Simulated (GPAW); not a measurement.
# Dielectric function and optical constants of MgO (Periclase), part 2 of 2

Wanted: where MgO (Periclase) starts to absorb, how strongly, and its refractive index. The cell comes from an older database entry, whose edges can differ from later determinations, mostly by under a per cent.

GPAW 26.7.0; DFT, PBE, plane-wave PAW (GPAW data sets), scalar-relativistic, RPA, optical limit.

So far. Step 2 (Ground state): There is a gap, 4.74 eV on this mesh (points off the mesh can give less), so no carriers' term is needed.

The database entry behind the starting cell differs from later determinations by our own check (about 0.1 % long), so it need not match the best structure at ambient conditions.

**4. Dielectric function, RPA**

Transitions between filled and empty bands, summed over the zone, give the optical response, so mesh, band count and broadening shape it.

The induced potential is part of this response.

This step: DFT, PBE, plane-wave PAW (GPAW data sets), scalar-relativistic, RPA, optical limit (GPAW 26.7.0).

df.py reads:

```python
from gpaw.response.df import DielectricFunction

df = DielectricFunction('full.gpw', frequencies={'type': 'nonlinear', 'domega0': 0.03, 'omega2': 8},
                        ecut=60,
                        eta=0.2,
                        nbands=21,
                        txt='df.txt')
for direction in ['x']:
    df.get_dielectric_function(xc='RPA', direction=direction, filename=f'df_{direction}.csv')
```

Command:

```
OMP_NUM_THREADS=1 python df.py
```

Numbers of over 12 decimals in the logs are rounded to 6 here.

Log:

```text
Using integrator: PointIntegrator
NonLinearFrequencyDescriptor(from 0.000 to 116.147 eV, 553 points)
Nonperiodic BCs:  [False False False]
Using integrator: PointIntegrator
NonLinearFrequencyDescriptor(from 0.000 to 116.147 eV, 553 points)
Nonperiodic BCs:  [False False False]

Calculating chi0 body with:
    Ground state adapter containing:
    Number of spins: 1
    Number of kpoints: 2744
    Number of irreducible kpoints: 104
    Number of completely occupied states: 8
    Number of partially occupied states: 8

    Linear response parametrization:
    q_c: [0.0, 0.0, 0.0]
    Number of frequency points: 553
    Planewave cutoff: 60.0
    Number of bands: 21
    Number of planewaves: 15
    Broadening (eta): 0.2

Integrating chi0 body.

Symmetries of q_c:
    Direct symmetries (Uq -> q): 48
    Indirect symmetries (TUq -> q): 0
In total 48 allowed symmetries.

104 groups of equivalent kpoints. 96.209913% reduction.

Integral kind: spectral function

Calculating chi0 optical extensions with:
    Ground state adapter containing:
    Number of spins: 1
    Number of kpoints: 2744
    Number of irreducible kpoints: 104
    Number of completely occupied states: 8
    Number of partially occupied states: 8

    Linear response parametrization:
    Number of frequency points: 553
    Planewave cutoff: 60.0
    Number of bands: 21
    Number of planewaves: 15
    Broadening (eta): 0.2
Integrating chi0 head and wings.

Symmetries of q_c:
    Direct symmetries (Uq -> q): 48
    Indirect symmetries (TUq -> q): 0
In total 48 allowed symmetries.

104 groups of equivalent kpoints. 96.209913% reduction.

Integral kind: spectral function wings
```

Run time: 4 s. Hardware: 1 thread of Arm Neoverse V2, shared host; peak memory 0.2 GiB.

Numbers from this step:

```
electronic dielectric constant ε∞, mean over x, y and z (by symmetry where fewer were run) : 3.039
main peak of Im epsilon, first axis                                                        : 11.04 eV
```

Some rows of df_x.csv (energy; Re and Im without local fields; Re and Im with them):

```text
0.000000, 3.178376, -0.000000, 3.039324, -0.000000
0.555532, 3.184889, 0.004725, 3.045600, 0.004555
1.143969, 3.206446, 0.010054, 3.066390, 0.009705
1.768324, 3.247532, 0.016546, 3.106101, 0.016018
2.431988, 3.315987, 0.025307, 3.172518, 0.024619
3.138794, 3.427145, 0.039079, 3.281065, 0.038331
3.893091, 3.618825, 0.068280, 3.470334, 0.067965
4.699832, 4.013122, 0.250290, 3.866481, 0.256780
5.564682, 4.133353, 0.761063, 3.968027, 0.791597
6.494155, 4.290181, 1.087426, 4.091458, 1.130086
7.495775, 4.378163, 1.506515, 4.101540, 1.551792
8.578281, 4.165017, 2.789712, 3.753344, 2.787864
9.751884, 3.183176, 2.770919, 2.621352, 2.651838
11.028587, 2.429164, 5.209396, 2.097221, 4.319047
12.422601, 0.750055, 3.009646, 0.761864, 2.441891
13.950874, 1.346195, 2.472085, 1.297312, 1.867665
15.633783, 0.182217, 3.020724, 0.823488, 2.454676
17.496047, -0.269365, 2.174450, 0.347253, 2.024425
19.567954, -0.465386, 0.830063, -0.340878, 1.037517
```

The Im ε, E ∥ x has structure finer than the step of the table below, so its rows give means over 0.5 eV, whole bins alone (the curve runs from 0 to 21.9 eV). Peaks (eV: height): 8.89: 3.32, 11.03: 4.32, 18.16: 2.50.

Values under the direct gap are tails of Lorentzian lines. The Im ε, E ∥ x by photon energy; means over each step:

| photon energy (eV) | Im ε, E ∥ x |
| --- | --- |
| 0.5 | 0.00410 |
| 1.0 | 0.00841 |
| 1.5 | 0.0132 |
| 2.0 | 0.0188 |
| 2.5 | 0.0258 |
| 3.0 | 0.0352 |
| 3.5 | 0.0497 |
| 4.0 | 0.0772 |
| 4.5 | 0.171 |
| 5.0 | 0.510 |
| 5.5 | 0.761 |
| 6.0 | 1.00 |
| 6.5 | 1.12 |
| 7.0 | 1.34 |
| 7.5 | 1.55 |
| 8.0 | 1.96 |
| 8.5 | 2.75 |
| 9.0 | 3.11 |
| 9.5 | 2.86 |
| 10.0 | 2.80 |
| 10.5 | 2.86 |
| 11.0 | 4.07 |
| 11.5 | 3.34 |
| 12.0 | 2.70 |
| 12.5 | 2.36 |
| 13.0 | 2.12 |
| 13.5 | 1.77 |
| 14.0 | 1.88 |
| 14.5 | 1.92 |
| 15.0 | 2.31 |
| 15.5 | 2.46 |
| 16.0 | 2.26 |
| 16.5 | 2.23 |
| 17.0 | 2.13 |
| 17.5 | 2.05 |
| 18.0 | 2.34 |
| 18.5 | 1.96 |
| 19.0 | 1.36 |
| 19.5 | 1.04 |
| 20.0 | 0.766 |
| 20.5 | 0.837 |
| 21.0 | 0.941 |
| 21.5 | 0.830 |

The Re ε, E ∥ x by photon energy:

| photon energy (eV) | Re ε, E ∥ x |
| --- | --- |
| 0 | 3.04 |
| 1 | 3.06 |
| 2 | 3.13 |
| 3 | 3.26 |
| 4 | 3.51 |
| 5 | 4.02 |
| 6 | 3.73 |
| 7 | 3.66 |
| 8 | 4.09 |
| 9 | 3.00 |
| 10 | 2.88 |
| 11 | 2.25 |
| 12 | 0.950 |
| 13 | 0.885 |
| 14 | 1.29 |
| 15 | 1.39 |
| 16 | 0.621 |
| 17 | 0.412 |
| 18 | 0.280 |
| 19 | -0.540 |
| 20 | -0.119 |
| 21 | 0.0958 |

The Im ε, E ∥ x has structure finer than the step of the table below, so its rows give means over 0.5 eV, whole bins alone (the curve runs from 0 to 21.9 eV). Peaks (eV: height): without local fields 11.03: 5.21, 15.34: 3.27; with local fields 8.89: 3.32, 11.03: 4.32, 18.16: 2.50.

Values under the direct gap are tails of Lorentzian lines. Table of Im ε, E ∥ x by photon energy; means over each step:

| photon energy (eV) | without local fields | with local fields |
| --- | --- | --- |
| 0.5 | 0.00425 | 0.00410 |
| 1.0 | 0.00872 | 0.00841 |
| 1.5 | 0.0136 | 0.0132 |
| 2.0 | 0.0194 | 0.0188 |
| 2.5 | 0.0265 | 0.0258 |
| 3.0 | 0.0360 | 0.0352 |
| 3.5 | 0.0503 | 0.0497 |
| 4.0 | 0.0772 | 0.0772 |
| 4.5 | 0.168 | 0.171 |
| 5.0 | 0.493 | 0.510 |
| 5.5 | 0.732 | 0.761 |
| 6.0 | 0.964 | 1.00 |
| 6.5 | 1.08 | 1.12 |
| 7.0 | 1.29 | 1.34 |
| 7.5 | 1.50 | 1.55 |
| 8.0 | 1.92 | 1.96 |
| 8.5 | 2.75 | 2.75 |
| 9.0 | 3.16 | 3.11 |
| 9.5 | 2.95 | 2.86 |
| 10.0 | 3.00 | 2.80 |
| 10.5 | 3.31 | 2.86 |
| 11.0 | 4.91 | 4.07 |
| 11.5 | 3.98 | 3.34 |
| 12.0 | 3.32 | 2.70 |
| 12.5 | 2.93 | 2.36 |
| 13.0 | 2.62 | 2.12 |
| 13.5 | 2.21 | 1.77 |
| 14.0 | 2.47 | 1.88 |
| 14.5 | 2.56 | 1.92 |
| 15.0 | 3.13 | 2.31 |
| 15.5 | 3.13 | 2.46 |
| 16.0 | 2.67 | 2.26 |
| 16.5 | 2.57 | 2.23 |
| 17.0 | 2.34 | 2.13 |
| 17.5 | 2.21 | 2.05 |
| 18.0 | 2.24 | 2.34 |
| 18.5 | 1.51 | 1.96 |
| 19.0 | 1.04 | 1.36 |
| 19.5 | 0.831 | 1.04 |
| 20.0 | 0.666 | 0.766 |
| 20.5 | 0.793 | 0.837 |
| 21.0 | 0.771 | 0.941 |
| 21.5 | 0.640 | 0.830 |

The loss function −Im 1/ε at q → 0, E ∥ x has structure finer than the step of the table below, so its rows give means over 0.5 eV, whole bins alone (the curve runs from 0 to 21.9 eV). Peaks (eV: height): 20.06: 1.39.

Values under the direct gap are tails of Lorentzian lines. The loss function −Im 1/ε at q → 0, E ∥ x by energy loss; means over each step:

energy loss (eV), loss function −Im 1/ε at q → 0, E ∥ x and a bar:
```
      0.5       0.00 
      1.0       0.00 
      1.5       0.00 
      2.0       0.00 
      2.5       0.00 
      3.0       0.00 
      3.5       0.00 
      4.0       0.01 
      4.5       0.01 
      5.0       0.03 #
      5.5       0.05 #
      6.0       0.06 ##
      6.5       0.06 ##
      7.0       0.08 ##
      7.5       0.08 ##
      8.0       0.09 ##
      8.5       0.12 ###
      9.0       0.16 ####
      9.5       0.18 ####
     10.0       0.18 ####
     10.5       0.18 ####
     11.0       0.19 ####
     11.5       0.28 #######
     12.0       0.33 ########
     12.5       0.38 #########
     13.0       0.41 ##########
     13.5       0.43 ##########
     14.0       0.37 #########
     14.5       0.35 ########
     15.0       0.32 ########
     15.5       0.35 ########
     16.0       0.41 ##########
     16.5       0.42 ##########
     17.0       0.45 ###########
     17.5       0.47 ###########
     18.0       0.42 ##########
     18.5       0.48 ###########
     19.0       0.65 ###############
     19.5       0.86 #####################
     20.0       1.26 ##############################
     20.5       1.17 ############################
     21.0       1.05 #########################
     21.5       1.20 #############################
```

The reflectivity at normal incidence, E ∥ x by photon energy; read off at these points:

photon energy (eV), reflectivity at normal incidence, E ∥ x (%) and a bar from the least value:
```
     0.00        7.3 
     0.50        7.4 
     1.00        7.4 
     1.50        7.5 
     2.00        7.7 
     2.50        7.9 #
     3.00        8.2 #
     3.50        8.6 ##
     4.00        9.2 ###
     4.50       10.2 ####
     5.00       11.4 ######
     5.50       11.4 ######
     6.00       11.3 #####
     6.50       12.5 #######
     7.00       11.6 ######
     7.50       13.3 ########
     8.00       14.0 #########
     8.50       16.4 ############
     8.89       17.5 ##############
     9.00       16.8 #############
     9.50       15.1 ###########
    10.00       14.9 ##########
    10.50       14.2 #########
    11.00       21.6 ###################
    11.18       22.5 #####################
    11.50       20.6 ##################
    12.00       16.7 #############
    12.50       15.6 ###########
    13.00       13.6 #########
    13.50       10.1 ####
    14.00       10.3 ####
    14.50       10.2 ####
    15.00       13.1 ########
    15.50       15.4 ###########
    16.00       15.8 ###########
    16.50       15.7 ###########
    17.00       16.5 ############
    17.50       16.4 ############
    18.00       19.1 ################
    18.50       26.9 ###########################
    18.85       29.4 ##############################
    19.00       29.0 ##############################
    19.50       26.0 #########################
    20.00       21.9 ####################
    20.50       13.2 ########
    21.00       14.9 ##########
    21.50       16.3 ############
```

At chosen wavelengths:

| wavelength (nm) | n | k | R (%) | 1/α |
| --- | --- | --- | --- | --- |
| 1550 | 1.75 | 0.002 | 7.4 | 65 µm |
| 1064 | 1.75 | 0.003 | 7.5 | 30 µm |
| 633 | 1.77 | 0.005 | 7.7 | 9.8 µm |
| 405 | 1.81 | 0.010 | 8.3 | 3.2 µm |
| 365 | 1.83 | 0.013 | 8.5 | 2.3 µm |
| 308 | 1.88 | 0.021 | 9.3 | 1.2 µm |
| 193 | 2.03 | 0.249 | 12.2 | 62 nm |

Below the direct gap, k and the depth come from the tails of the Lorentzian lines, not from transitions.

Rows near the edge hang on the gap, which this functional as a rule makes too small, and phonon-assisted absorption is left out.

**5. Results**

```
electronic dielectric constant ε∞, mean over x, y and z (by symmetry where fewer were run) (RPA) : 3.04
main peak of Im epsilon, first axis                                                              : 11.0 eV
```

**Reading.** At this level (PBE, RPA) MgO has ε∞ = 3.04 and n = 1.75 at 1550 nm, and Im ε peaks at 11.0 eV. On the mesh the gap is 4.74 eV and the least direct gap 4.74 eV. Local fields change the static value along x from 3.18 to 3.04 (-4 %). Distinct maxima of Im ε, read by a parabola through the highest points, lie at 8.91 eV (3.3), 10.17 eV (3.0), 11.04 eV (4.3) and 18.12 eV (2.5). Excitons and phonon-assisted transitions are missing; PBE gaps are as a rule too small, which pulls the onset down and ε∞ up. The sum runs over mesh points, so small or evenly spaced maxima can still be ripples of the mesh. In this version of GPAW the matrix elements of the optical limit are incomplete, which can lower ε − 1 by up to a tenth where first-row anions or d states rule, and shift it by more in d metals.

[Machine, clock and banner lines and Python warnings are left out of the logs.]

[Logs are printed without paths, hosts, clocks, repeated set-up lines and the standing remarks that a program may print on its own settings, such as how far it seeks lower states.]

[Hosts, paths, dates, database ids (printed as entryN), source tags and the programs' standing remarks are cut or masked in the printed files.]
